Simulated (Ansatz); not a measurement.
## LiZnF3 (model cell, started as cubic perovskite with Zn in the octahedra): a soft mode frozen in

Wanted: the energy along a soft mode of LiZnF3 (model cell, started as cubic perovskite with Zn in the octahedra) and the structure at the end.

Main program and level: Ansatz 0.2.0; DFT PBEsol, scalar-relativistic, plane waves, PAW; PAW set soft_1.

This is a report of a sequence of runs, with most program output left out.

The structure was built from a prototype and need not be the compound's stable phase.

## 1. The structure

It takes space group Pm-3m (No. 221, cubic). Conventional cell: a = 3.968 Å, b = 3.968 Å, c = 3.968 Å, α = 90.00°, β = 90.00°, γ = 90.00°. Li has 12 F at 2.81 Å nearest. Nearest to Zn lie 6 F at 1.98 Å. Nearest to F lie 2 Zn at 1.98 Å. Farther neighbours and most contacts between anions are not listed.

## 2. Response at finite wavevector

The cell comes from relaxations at this level that are not shown. Stability and thermal properties need the whole zone. Linear response on a 4×4×4 q mesh gives force constants as far as a supercell of that size would, and the tensors from the zone-centre run are typed in so that the long-range dipole term is interpolated apart.

input.yaml

```yaml
crystal:
  lattice:
    - [3.9677040432, 0.0, 0.0]
    - [0.0, 3.9677040432, 0.0]
    - [0.0, 0.0, 3.9677040432]
  atoms:
    - { symbol: Li, position: [0.0, 0.0, 0.0] }
    - { symbol: Zn, position: [0.5, 0.5, 0.5] }
    - { symbol: F, position: [0.5, 0.5, 0.0] }
    - { symbol: F, position: [0.5, 0.0, 0.5] }
    - { symbol: F, position: [0.0, 0.5, 0.5] }
kpoints:
  mp_grid: { grid: [8, 8, 8] }
hamiltonian:
  xc: pbesol
  pseudopotentials: { kind: paw, azcp: { folder: soft_1 }, xc_functional: pbe }
scf:
  occupations: { method: fixed }
output:
  eigenvalues: true
phonons:
  method: dfpt
  qmesh: [4, 4, 4]
  temperatures: { t_max: 1000, t_step: 50 }
  qpath:
    path:
      - [[0.0, 0.0, 0.0], [0.0, 0.5, 0.0], [0.5, 0.5, 0.0], [0.0, 0.0, 0.0], [0.5, 0.5, 0.5], [0.0, 0.5, 0.0]]
      - [[0.5, 0.5, 0.5], [0.5, 0.5, 0.0]]
    npoints: 10
  non_analytic_term:
    high_frequency_dielectric_tensor: [[2.29, 0.0, 0.0], [0.0, 2.29, 0.0], [0.0, 0.0, 2.29]]
    born_effective_charges:
      - { species: Li, tensor: [[1.2076, 0.0, 0.0], [0.0, 1.2076, 0.0], [0.0, 0.0, 1.2076]] }
      - { species: Zn, tensor: [[2.2074, 0.0, 0.0], [0.0, 2.2074, 0.0], [0.0, 0.0, 2.2074]] }
      - { species: F, tensor: [[-0.8576, 0.0, 0.0], [0.0, -0.8576, 0.0], [0.0, 0.0, -1.6999]] }
      - { species: F, tensor: [[-0.8576, 0.0, 0.0], [0.0, -1.6999, 0.0], [0.0, 0.0, -0.8576]] }
      - { species: F, tensor: [[-1.6999, 0.0, 0.0], [0.0, -0.8576, 0.0], [0.0, 0.0, -0.8576]] }
    source: "zone-centre run at this cell"
```

The run is started by

```
ansatz run input.yaml --threads 4 --pin off --max-ram 16384MiB --backend cpu --events-out ev --progress --plain --runs-dir out
```

Run time: 6.4 min. Hardware: 4 threads of Intel Xeon Platinum 8375C at 2.90GHz (Ice Lake), shared host; peak memory 2 GiB.

This step gave:

* gap on the k-mesh: 3.080 eV
* volume per atom: 12.49 Å³
* sum-rule residual before enforcement: 2.63e-4 eV/Å²
* lowest frequency on the path: -231.1 cm⁻¹
* point group: m-3m
* highest frequency on the path or at a solved wavevector: 578.8 cm⁻¹
* highest optical mode at the zone centre (no LO-TO term): 489.0 cm⁻¹
* lowest optical zone-centre mode: -231.1 cm⁻¹
* lowest mode on the q mesh (acoustic modes at Γ apart): -231.1 cm⁻¹

Frequencies (cm⁻¹) solved at each irreducible wavevector; negative means imaginary. Frequencies by wavevector, by row:

| q in reciprocal lattice units | star | mode 1 | mode 2 | mode 3 | mode 4 | mode 13 | mode 14 | mode 15 |
| --- | --- | --- | --- | --- | --- | --- | --- | --- |
| 0 0 0 | 1 | -231.1 | -231.1 | -231.1 | -40.2 | 489 | 489 | 489 |
| 0 0 0.25 | 6 | -223.7 | -223.7 | -45.5 | -45.5 | 487.6 | 487.6 | 549 |
| 0 0 -0.5 | 3 | -215.3 | -215.3 | -58.9 | -58.9 | 486.1 | 486.1 | 520.2 |
| 0 0.25 0.25 | 12 | -220.2 | -214.8 | -118.6 | -103.2 | 433.4 | 486.2 | 559.9 |
| 0 0.25 -0.5 | 12 | -212.6 | -204 | -158.3 | -122.1 | 405.1 | 484.8 | 548.3 |
| 0 -0.5 -0.5 | 3 | -208.1 | -208.1 | -189.2 | -161.1 | 350.4 | 483.6 | 545.7 |
| 0.25 0.25 0.25 | 8 | -219.1 | -219.1 | -123.9 | -116.7 | 431.9 | 431.9 | 572.5 |
| 0.25 0.25 -0.5 | 12 | -218.2 | -201.1 | -184.2 | -134.4 | 391.1 | 430.3 | 568.9 |
| 0.25 -0.5 -0.5 | 6 | -212.2 | -212.2 | -206.7 | -161.5 | 350.1 | 412.8 | 571.6 |
| -0.5 -0.5 -0.5 | 1 | -220.2 | -220.2 | -220.2 | -161.8 | 349.8 | 349.8 | 578.8 |

Interpolated from a 4×4×4 q mesh, with the LO-TO term (at Γ the limit along the path; where Γ stands inside the path, tables give the limit on arrival). Phonon branches along the path, in cm⁻¹:

| point | branch 1 | branch 2 | branch 3 | branch 4 | branch 12 | branch 13 | branch 14 | branch 15 |
| --- | --- | --- | --- | --- | --- | --- | --- | --- |
| Γ | -231 | -231 | -40 | -40 | 239 | 489 | 489 | 571 |
| halfway | -224 | -224 | -45 | -45 | 255 | 488 | 488 | 549 |
| X | -215 | -215 | -59 | -59 | 291 | 486 | 486 | 520 |
| halfway | -213 | -204 | -158 | -122 | 300 | 405 | 485 | 548 |
| M | -208 | -208 | -189 | -161 | 310 | 350 | 484 | 546 |
| halfway | -220 | -215 | -119 | -103 | 270 | 433 | 486 | 560 |
| Γ | -231 | -231 | -40 | -40 | 239 | 489 | 489 | 571 |
| halfway | -219 | -219 | -124 | -117 | 280 | 432 | 432 | 572 |
| R | -220 | -220 | -220 | -162 | 264 | 350 | 350 | 579 |
| halfway | -218 | -201 | -184 | -134 | 296 | 391 | 430 | 569 |
| X | -215 | -215 | -59 | -59 | 291 | 486 | 486 | 520 |
| jump to R | -220 | -220 | -220 | -162 | 264 | 350 | 350 | 579 |
| halfway | -212 | -212 | -207 | -162 | 294 | 350 | 413 | 572 |
| M | -208 | -208 | -189 | -161 | 310 | 350 | 484 | 546 |

Symmetry leaves 10 wavevectors to solve. The lowest mode among them, the acoustic zeros apart, lies at Γ and is imaginary, 231.1i cm⁻¹, so the energy falls along it.

## 3. The mode frozen in, largest atomic shift 0 Å

The mode followed lies at q = (-0.5, -0.5, -0.5) with frequency 220.2i cm⁻¹ and is 3-fold degenerate, one of the unstable modes though not the softest. At small amplitude the distorted cell has space group no. 139 by a symmetry search on the positions. The undistorted cell that holds it gives the zero of energy on the same k mesh.

System of this step: LiZnF3 (model cell, started as cubic perovskite with Zn in the octahedra). It takes space group Pm-3m (No. 221, cubic). The conventional cell has a = 3.968 Å, b = 3.968 Å, c = 3.968 Å, α = 90.00°, β = 90.00°, γ = 90.00°. Nearest to Li lie 12 F at 2.81 Å. Zn has 6 F at 1.98 Å nearest. F has 2 Zn at 1.98 Å nearest. Farther neighbours and most contacts between anions are not listed.

input.yaml

```yaml
crystal:
  lattice:
    - [3.9677040432, 3.9677040432, 0.0]
    - [3.9677040432, 0.0, 3.9677040432]
    - [3.9677040432, 0.0, -3.9677040432]
  atoms:
    - { symbol: Li, position: [0.0, 0.0, 0.0] }
    - { symbol: Li, position: [0.0, 0.5, 0.5] }
    - { symbol: Zn, position: [0.5, 0.25, 0.75] }
    - { symbol: Zn, position: [0.5, 0.75, 0.25] }
    - { symbol: F, position: [0.5, 0.0, 0.0] }
    - { symbol: F, position: [0.5, 0.5, 0.5] }
    - { symbol: F, position: [0.0, 0.5, 0.0] }
    - { symbol: F, position: [0.0, 0.0, 0.5] }
    - { symbol: F, position: [0.5, 0.0, 0.5] }
    - { symbol: F, position: [0.5, 0.5, 0.0] }
kpoints:
  mp_grid: { grid: [6, 6, 6] }
hamiltonian:
  xc: pbesol
  pseudopotentials: { kind: paw, azcp: { folder: soft_1 }, xc_functional: pbe }
scf:
  occupations: { method: gaussian, width: 0.02 }
output:
  forces: true
  stress: true
  eigenvalues: true
```

The job ended after 1.6 s (4 threads; peak memory 0.54 GiB).

Numbers from this step:

```yaml
pressure: -0.006791 GPa
energy_from_the_undistorted_cell: 0 meV/atom
```

At this level the gap is 3.08 eV on the k-mesh of the self-consistent run, which can miss the band edges.

## 4. The mode frozen in, largest atomic shift 0.6 Å

The atoms are moved along the unstable eigenvector, the largest shift by 0.6 Å, with the cell fixed.

input.yaml, the sections that differ from step 3:

```yaml
crystal:
  lattice:
    - [3.9677040432, 3.9677040432, 0.0]
    - [3.9677040432, 0.0, 3.9677040432]
    - [3.9677040432, 0.0, -3.9677040432]
  atoms:
    - { symbol: Li, position: [-0.1512209564, 0.0756104782, 0.0756104782] }
    - { symbol: Li, position: [0.1512209564, 0.4243895218, 0.4243895218] }
    - { symbol: Zn, position: [0.5, 0.25, 0.75] }
    - { symbol: Zn, position: [0.5, 0.75, 0.25] }
    - { symbol: F, position: [0.5, 0.0167602514, 0.0167602514] }
    - { symbol: F, position: [0.5, 0.4832397486, 0.4832397486] }
    - { symbol: F, position: [0.0, 0.5, 0.0] }
    - { symbol: F, position: [0.0, 0.0, 0.5] }
    - { symbol: F, position: [0.5, 0.0167602514, 0.4832397486] }
    - { symbol: F, position: [0.5, 0.4832397486, 0.0167602514] }
# kpoints, hamiltonian, scf, output: as in step 3
```

The job ended after 2.8 s (4 threads; peak memory 0.58 GiB; 10 s of CPU time).

This step gave:

| Property | Result |
| --- | --- |
| pressure | 0.7477 GPa |
| gap on the k-mesh | 3.274 eV |
| energy from the undistorted cell | -44.05 meV/atom |

The energy, extrapolated to zero smearing, is -44.05 meV/atom against the undistorted cell.

The run ends at a pressure of 0.75 GPa, with forces up to 0.37 eV/Å.

## 5. Energy along the mode, all amplitudes (two of the runs are shown above)

An imaginary frequency means negative curvature, so the energy should fall and then rise again as anharmonic terms take over.

Numbers from this step:

| Property | Result |
| --- | --- |
| depth at the lowest point sampled | 44.05 meV/atom |
| largest atomic shift at that point | 0.6 Å |

Energy from the parent against largest atomic shift:

| largest atomic shift (Å) | energy from the parent (meV/atom) |
| --- | --- |
| 0.000 | 0 |
| 0.040 | -0.251 |
| 0.080 | -1.00 |
| 0.140 | -3.04 |
| 0.220 | -7.39 |
| 0.320 | -15.1 |
| 0.450 | -28.0 |
| 0.600 | -44.0 |

Displacement at unit largest shift by atom:

| atom | x (Å) | y (Å) | z (Å) | size |
| --- | --- | --- | --- | --- |
| Li1 | 0.00 | -1.00 | 0.00 | 1.00 |
| Li2 | 0.00 | 1.00 | 0.00 | 1.00 |
| Zn3 | 0.00 | 0.00 | 0.00 | 0.00 |
| Zn4 | 0.00 | 0.00 | 0.00 | 0.00 |
| F5 | 0.22 | 0.00 | 0.00 | 0.22 |
| F6 | -0.22 | 0.00 | 0.00 | 0.22 |
| F7 | 0.00 | 0.00 | 0.00 | 0.00 |
| F8 | 0.00 | 0.00 | 0.00 | 0.00 |
| F9 | 0.00 | 0.00 | 0.22 | 0.22 |
| F10 | 0.00 | 0.00 | -0.22 | 0.22 |

The lowest of the steps tried is the last one, at 0.6 Å, 44.0 meV/atom below the parent; the bottom of the well need not coincide with a step.

## 6. Relaxing from the distorted cell

Starting from the lowest point found, all atoms and the cell are let go, so that strain and other modes of the same symmetry can join in.

input.yaml, as its differences from that of step 4:

```diff
@@ -22,3 +22,3 @@
 scf:
-  occupations: { method: gaussian, width: 0.02 }
+  occupations: { method: fixed }
 output:
@@ -27 +27,10 @@
   eigenvalues: true
+  write_density: true
+  write_potential: true
+  elf: true
+  volumetric_format: npy
+relax:
+  adjacent_minimum: "off"
+  f_tol: 0.002
+  max_steps: 120
+  cell: { stress_tol: 0.03 }
```

It took 27 s on 4 threads; peak memory 0.64 GiB.

The steps of the relaxation:

| step | energy less that of the first step (eV) | largest force component (eV/Å) | pressure (GPa) | volume (Å³) |
| --- | --- | --- | --- | --- |
| 1 | 0.0000 | 0.3729 | 0.75 | 124.92 |
| 2 | -0.0831 | 0.3297 | 0.21 | 126.08 |
| 3 | -0.1724 | 0.2769 | 2.25 | 125.66 |
| 4 | -0.1953 | 0.1088 | -0.93 | 129.31 |
| 5 | -0.2053 | 0.0366 | -0.04 | 128.10 |
| 6 | -0.2057 | 0.0051 | 0.04 | 128.05 |
| 7 | -0.2056 | 0.0002 | 0.00 | 128.12 |
| 8* | -0.2159 | 0.0001 | 0.15 | 128.12 |
| 9 | -0.2154 | 0.0009 | 0.01 | 128.36 |
| 10* | -0.2162 | 0.0009 | 0.01 | 128.36 |

Relaxation steps marked * repeat the geometry before them on a plane-wave basis chosen anew for their cell, so energy and pressure can jump there.

The run keeps the 16 symmetry operations that it works with, so distortions that break them were not tested.

| conventional cell, symmetrised | before | after | change |
| --- | --- | --- | --- |
| a (Å) | 5.611 | 5.685 | +1.3 % |
| b (Å) | 5.611 | 5.685 | +1.3 % |
| c (Å) | 7.935 | 7.943 | +0.1 % |
| volume (Å³/atom) | 12.49 | 12.84 | +2.7 % |

The atoms that moved most (Å, as changes of fractional coordinates times the final cell):

| atom | dx | dy | dz | length |
| --- | --- | --- | --- | --- |
| Li2 | 0.000 | 0.226 | 0.000 | 0.226 |
| Li1 | 0.000 | -0.226 | 0.000 | 0.226 |
| F5 | 0.121 | 0.000 | 0.000 | 0.121 |
| F10 | 0.000 | 0.000 | -0.121 | 0.121 |
| F9 | 0.000 | 0.000 | 0.121 | 0.121 |
| F6 | -0.121 | 0.000 | 0.000 | 0.121 |

Final coordinates:

```cif
data_structure
_symmetry_space_group_name_H-M 'P 1'
_symmetry_Int_Tables_number 1
_cell_length_a 5.6508
_cell_length_b 5.6851
_cell_length_c 5.6851
_cell_angle_alpha 90.000
_cell_angle_beta 59.799
_cell_angle_gamma 59.799
_cell_volume 128.36
loop_
_atom_site_label
_atom_site_type_symbol
_atom_site_fract_x
_atom_site_fract_y
_atom_site_fract_z
_atom_site_occupancy
Li1 Li 0.79183 0.10408 0.10408 1
Li2 Li 0.20817 0.39592 0.39592 1
Zn3 Zn 0.50000 0.25000 0.75000 1
Zn4 Zn 0.50000 0.75000 0.25000 1
F5 F 0.50000 0.03178 0.03178 1
F6 F 0.50000 0.46822 0.46822 1
F7 F 0.00000 0.50000 0.00000 1
F8 F 0.00000 0.00000 0.50000 1
F9 F 0.50000 0.03178 0.46822 1
F10 F 0.50000 0.46822 0.03178 1
```

This step gave:

```yaml
pressure: 0.01275 GPa
gap_on_the_k_mesh: 3.407 eV
volume_per_atom: 12.84 Å³
```

ELF in the ac plane of the conventional cell at fractional y = 0.000, with atoms of Li and Zn and F within 0.2 Å of it. It is the smooth field of the valence electrons, not physical close to the nuclei.

Values, 22 rows by 16 columns, each cell a mean:
```
0.02 0.04 0.06 0.06 0.07 0.09 0.08 0.01 0.00 0.04 0.10 0.07 0.06 0.06 0.05 0.02
0.26 0.09 0.04 0.05 0.05 0.07 0.10 0.08 0.07 0.10 0.09 0.06 0.05 0.04 0.03 0.16
0.88 0.45 0.04 0.03 0.03 0.07 0.13 0.19 0.21 0.17 0.10 0.04 0.03 0.02 0.15 0.75
0.98 0.63 0.04 0.01 0.05 0.22 0.50 0.66 0.68 0.59 0.36 0.11 0.03 0.01 0.27 0.91
0.77 0.29 0.01 0.02 0.15 0.50 0.76 0.74 0.69 0.77 0.64 0.30 0.06 0.01 0.11 0.60
0.06 0.01 0.00 0.04 0.23 0.58 0.79 0.68 0.59 0.78 0.71 0.39 0.10 0.01 0.00 0.03
0.00 0.00 0.00 0.03 0.14 0.42 0.68 0.75 0.75 0.75 0.57 0.25 0.06 0.01 0.00 0.00
0.00 0.00 0.00 0.01 0.04 0.14 0.31 0.44 0.47 0.38 0.22 0.07 0.02 0.01 0.00 0.00
0.00 0.00 0.01 0.01 0.03 0.07 0.10 0.12 0.11 0.11 0.08 0.05 0.02 0.01 0.00 0.00
0.00 0.00 0.01 0.02 0.05 0.10 0.11 0.04 0.03 0.08 0.11 0.07 0.03 0.01 0.01 0.00
0.00 0.00 0.01 0.03 0.06 0.11 0.08 0.01 0.00 0.03 0.11 0.08 0.04 0.02 0.01 0.00
0.00 0.00 0.01 0.02 0.05 0.11 0.09 0.01 0.00 0.05 0.12 0.08 0.04 0.02 0.01 0.00
0.00 0.00 0.01 0.02 0.04 0.08 0.11 0.08 0.07 0.10 0.10 0.06 0.03 0.01 0.00 0.00
0.00 0.00 0.01 0.01 0.03 0.07 0.14 0.19 0.21 0.17 0.10 0.05 0.02 0.01 0.00 0.00
0.00 0.00 0.00 0.02 0.07 0.26 0.52 0.66 0.68 0.60 0.38 0.15 0.04 0.01 0.00 0.00
0.00 0.00 0.00 0.03 0.19 0.52 0.76 0.74 0.68 0.77 0.66 0.34 0.09 0.01 0.00 0.00
0.33 0.09 0.01 0.03 0.21 0.57 0.78 0.68 0.59 0.77 0.71 0.38 0.09 0.01 0.02 0.21
0.94 0.52 0.04 0.02 0.10 0.38 0.68 0.75 0.75 0.75 0.54 0.20 0.03 0.01 0.18 0.85
0.98 0.60 0.04 0.02 0.03 0.12 0.30 0.43 0.46 0.38 0.20 0.06 0.02 0.02 0.25 0.90
0.64 0.22 0.03 0.04 0.04 0.06 0.10 0.12 0.11 0.11 0.08 0.05 0.04 0.03 0.09 0.50
0.06 0.03 0.05 0.06 0.06 0.08 0.10 0.04 0.03 0.07 0.10 0.07 0.06 0.05 0.04 0.05
0.02 0.04 0.06 0.07 0.07 0.09 0.07 0.01 0.00 0.03 0.10 0.08 0.07 0.07 0.06 0.03
```
Columns run along a (5.7 Å), rows up along c (7.9 Å), edges of the conventional cell, whose origin can differ from the input's. Atoms in or near the plane, at fractional coordinates: Li at (0.00, 0.85), Li at (0.00, 0.15), Zn at (0.50, 0.50), Zn at (0.50, 0.00), F at (0.50, 0.75), F at (0.50, 0.25).

Electrostatic potential energy in the ac plane of the conventional cell at fractional y = 0.000, with atoms of Li and Zn and F within 0.2 Å of it. With pseudopotentials it is smooth inside the atoms' cores, unlike the true potential.

Ten even steps from '_' (-51 eV) to '@' (8 eV), each cell a mean:
```
%%@@@@@@@@%%--____..**@@@@@@@@%%
**##@@@@@@@@**--::++%%@@@@@@%%**
::++%%@@@@@@@@%%##%%@@@@@@@@##--
::++%%@@@@@@@@##**%%@@@@@@@@##--
**##%%@@@@@@##::..==@@@@@@@@%%**
%%%%@@@@@@@@**::..--@@@@@@@@@@%%
@@@@@@@@@@@@%%==--**@@@@@@@@@@@@
@@@@@@@@@@@@@@%%%%@@@@@@@@@@@@@@
@@@@@@@@@@@@%%**++##@@@@@@@@@@@@
@@@@@@@@@@%%++..__--##@@@@@@@@@@
@@@@@@@@@@##::______++@@@@@@@@@@
@@@@@@@@@@%%--____..**@@@@@@@@@@
@@@@@@@@@@@@**--::++%%@@@@@@@@@@
@@@@@@@@@@@@@@%%##%%@@@@@@@@@@@@
@@@@@@@@@@@@@@##**%%@@@@@@@@@@@@
@@@@@@@@@@@@##::::==@@@@@@@@@@@@
##%%@@@@@@@@**::..--@@@@@@@@%%%%
==**%%@@@@@@%%==--**@@@@@@@@##++
::++%%@@@@@@@@%%%%@@@@@@@@@@**--
==**%%@@@@@@%%**++##@@@@@@@@##==
##%%@@@@@@%%++..__--##@@@@@@%%##
%%@@@@@@@@##::______++@@@@@@@@@@
```
Columns run along a (5.7 Å; values clipped at the 3rd and 97th percentile), rows up along c (7.9 Å), edges of the conventional cell, whose origin can differ from the input's. Atoms in or near the plane, at fractional coordinates: Li at (0.00, 0.85), Li at (0.00, 0.15), Zn at (0.50, 0.50), Zn at (0.50, 0.00), F at (0.50, 0.75), F at (0.50, 0.25).

Valence density in the ac plane of the conventional cell at fractional y = 0.000, with atoms of Li and Zn and F within 0.2 Å of it. It is the smooth field of the valence electrons, not physical close to the nuclei.

Ten steps, logarithmic in the rise over the least value, from '0' (0 e/Å³) to '9' (32 e/Å³), each cell a mean:
```
0000013785210000
3100002342100002
6300001221000015
6300002342100015
2000013675200002
0000014775200000
0000012554100000
0000001222000000
0000001221000000
0000012564100000
0000014896200000
0000013785200000
0000002342100000
0000001221000000
0000002342100000
0000013675200000
0000014775200000
4200012554100003
6400001222000016
5200001221000014
1000012564100000
0000014896210000
```
Columns run along a (5.7 Å), rows up along c (7.9 Å), edges of the conventional cell, whose origin can differ from the input's. Atoms in or near the plane, at fractional coordinates: Li at (0.00, 0.85), Li at (0.00, 0.15), Zn at (0.50, 0.50), Zn at (0.50, 0.00), F at (0.50, 0.75), F at (0.50, 0.25).

The distorted start has space group I4/mmm; the relaxation ends in I4/mmm.

## 7. The new phase in its own primitive cell

The relaxed structure is symmetrised, reduced to its primitive cell and relaxed tightly, as its phonons need.

input.yaml

```yaml
crystal:
  lattice:
    - [-2.84255231, 2.84255231, 3.9713458651]
    - [2.84255231, -2.84255231, 3.9713458651]
    - [2.84255231, 2.84255231, -3.9713458651]
  atoms:
    - { symbol: Li, position: [0.8540837633, 0.8540837633, 0.0] }
    - { symbol: Li, position: [0.1459162367, 0.1459162367, 0.0] }
    - { symbol: Zn, position: [0.5, 0.0, 0.5] }
    - { symbol: Zn, position: [0.0, 0.5, 0.5] }
    - { symbol: F, position: [0.781784383, 0.218215617, 0.0] }
    - { symbol: F, position: [0.218215617, 0.781784383, 0.0] }
    - { symbol: F, position: [0.75, 0.25, 0.5] }
    - { symbol: F, position: [0.25, 0.75, 0.5] }
    - { symbol: F, position: [0.218215617, 0.218215617, 0.436431234] }
    - { symbol: F, position: [0.781784383, 0.781784383, 0.563568766] }
kpoints:
  mp_grid: { grid: [6, 6, 6] }
hamiltonian:
  xc: pbesol
  pseudopotentials: { kind: paw, azcp: { folder: soft_1 }, xc_functional: pbe }
scf:
  occupations: { method: fixed }
output:
  forces: true
  stress: true
  eigenvalues: true
relax:
  adjacent_minimum: "off"
  f_tol: 0.001
  max_steps: 60
  cell: { stress_tol: 0.01 }
```

It took 7.4 s on 4 threads; peak memory 0.62 GiB; 28 s of CPU time.

Little changed from the start: no atom moved by 0.005 Å and no cell edge by 0.1 %.

Numbers from this step:

- pressure: 0.006003 GPa
- direct gap on mesh: 3.407 eV

The largest force component left is 0.29 meV/Å and the pressure is 0.006 GPa, within the tolerances set. The cell now holds 12.84 Å³/atom.

(Continued in part 2 of 2.)

[Logs are printed without paths, hosts, clocks, repeated set-up lines and the standing remarks that a program may print on its own settings, such as how far it seeks lower states.]

[Hosts, paths, dates, database ids (printed as entryN), source tags and the programs' standing remarks are cut or masked in the printed files.]
